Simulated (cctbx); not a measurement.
# Diagnosing a refinement

Cell a = 11.7310 Å, b = 2.9760 Å, c = 9.0780 Å, α = 90.00°, β = 119.98°, γ = 90.00°; space group C2/m (no. 12). The compound is MgV2Cu3O6.

The data are simulated with cctbx, not measured: synchrotron X-rays, λ = 0.6889 Å, to d = 0.77 Å, 80 % of the full sphere, strongest reflection 20000 counts, noise from counting, a 2 % proportional error and a noise floor of 4 counts (s.d.); no absorption, and some extinction, which the refinements don't model.

An anisotropic refinement with weights 1/σ² prints:

```text
Rint 0.020, 368 unique reflections to 0.77 A
cycle     R1     wR2    GooF  max shift (A)
   1  0.0417  0.0939   2.330   0.00737
   2  0.0268  0.0618   1.533   0.00001
final R1 0.0268 wR2 0.0618 GooF 1.533  parameters 38  data/parameter 9.7
atom        x        y        z      Ueq    occ   su(xyz)  su(Uiso or U11)
Cu1    0.16897  0.50000  0.33966   0.0313  1.000  0.00011  0.0004
Cu2    0.00000  0.00000  0.00000   0.0420  1.000  0.00000  0.0007
Cr1    0.16608  0.50000  0.83246   0.0314  1.000  0.00014  0.0005
Mg1    0.00000  0.00000  0.50000   0.0261  1.000  0.00000  0.0015
O1     0.97644  0.50000  0.62755   0.0276  1.000  0.00050  0.0021
O2     0.13796  0.00000  0.96318   0.0557  1.000  0.00068  0.0032
O3     0.81475  0.00000  0.30556   0.0332  1.000  0.00054  0.0021
difference map: max 0.51 min -0.82 rms 0.15
Q1    0.0475  0.0000  0.0655    4    0.51  0.58 A from Cu2
Q2    0.2171  0.5000  0.3732    4    0.44  0.49 A from Cu1
Q3    0.1509  0.5000  0.2507    4    0.43  0.73 A from Cu1
Q4    0.1274  0.5000  0.3476    4    0.43  0.53 A from Cu1
Q5    0.1473  0.5000  0.6383    4    0.41  1.56 A from O3
Q6    0.1870  0.0000  0.3110    4    0.38  1.54 A from Cu1
```

**Question.** Can this result stand? If not, what is the likely fault?

Mend it. The fault: wrong element: Cr1 is V. Against the right model at the same level, R1 goes from 0.0183 to 0.0268 and GooF from 0.91 to 1.53. Cr1 has 1 electron too many and its U swells to shed them, as expected (near an absorption edge f′ can widen the mismatch well beyond the difference in Z).

The compound is MgV2Cu3O6. The right model at the same level gives:

```text
Rint 0.020, 368 unique reflections to 0.77 A
cycle     R1     wR2    GooF  max shift (A)
   1  0.0278  0.0540   1.339   0.00481
   2  0.0183  0.0365   0.906   0.00001
final R1 0.0183 wR2 0.0365 GooF 0.906  parameters 38  data/parameter 9.7
atom        x        y        z      Ueq    occ   su(xyz)  su(Uiso or U11)
Cu1    0.16895  0.50000  0.33959   0.0327  1.000  0.00007  0.0003
Cu2    0.00000  0.00000  0.00000   0.0435  1.000  0.00000  0.0004
V1     0.16601  0.50000  0.83229   0.0289  1.000  0.00009  0.0003
Mg1    0.00000  0.00000  0.50000   0.0283  1.000  0.00000  0.0009
O1     0.97639  0.50000  0.62726   0.0279  1.000  0.00029  0.0012
O2     0.13787  0.00000  0.96308   0.0560  1.000  0.00040  0.0019
O3     0.81469  0.00000  0.30522   0.0334  1.000  0.00032  0.0012
difference map: max 0.38 min -0.54 rms 0.11
Q1    0.1093  0.5000  0.3405    4    0.40  0.70 A from Cu1
Q2    0.1444  0.5000  0.6505    4    0.38  1.54 A from V1
Q3    0.1843  0.0000  0.6217    4    0.36  0.66 A from O3
Q4    0.0365  0.0000  0.9110    4    0.36  1.04 A from O2
Q5    0.0000  0.3402  0.0000    4    0.36  1.01 A from Cu2
Q6    0.0929  0.3288  0.1113    8    0.32  1.44 A from Cu2
```

This is a model crystal, built by substitution and not relaxed, with assumed displacement parameters.

[Middle refinement cycles are left out of these outputs.]

[Logs are printed without paths, hosts, clocks, repeated set-up lines and the standing remarks that a program may print on its own settings, such as how far it seeks lower states.]
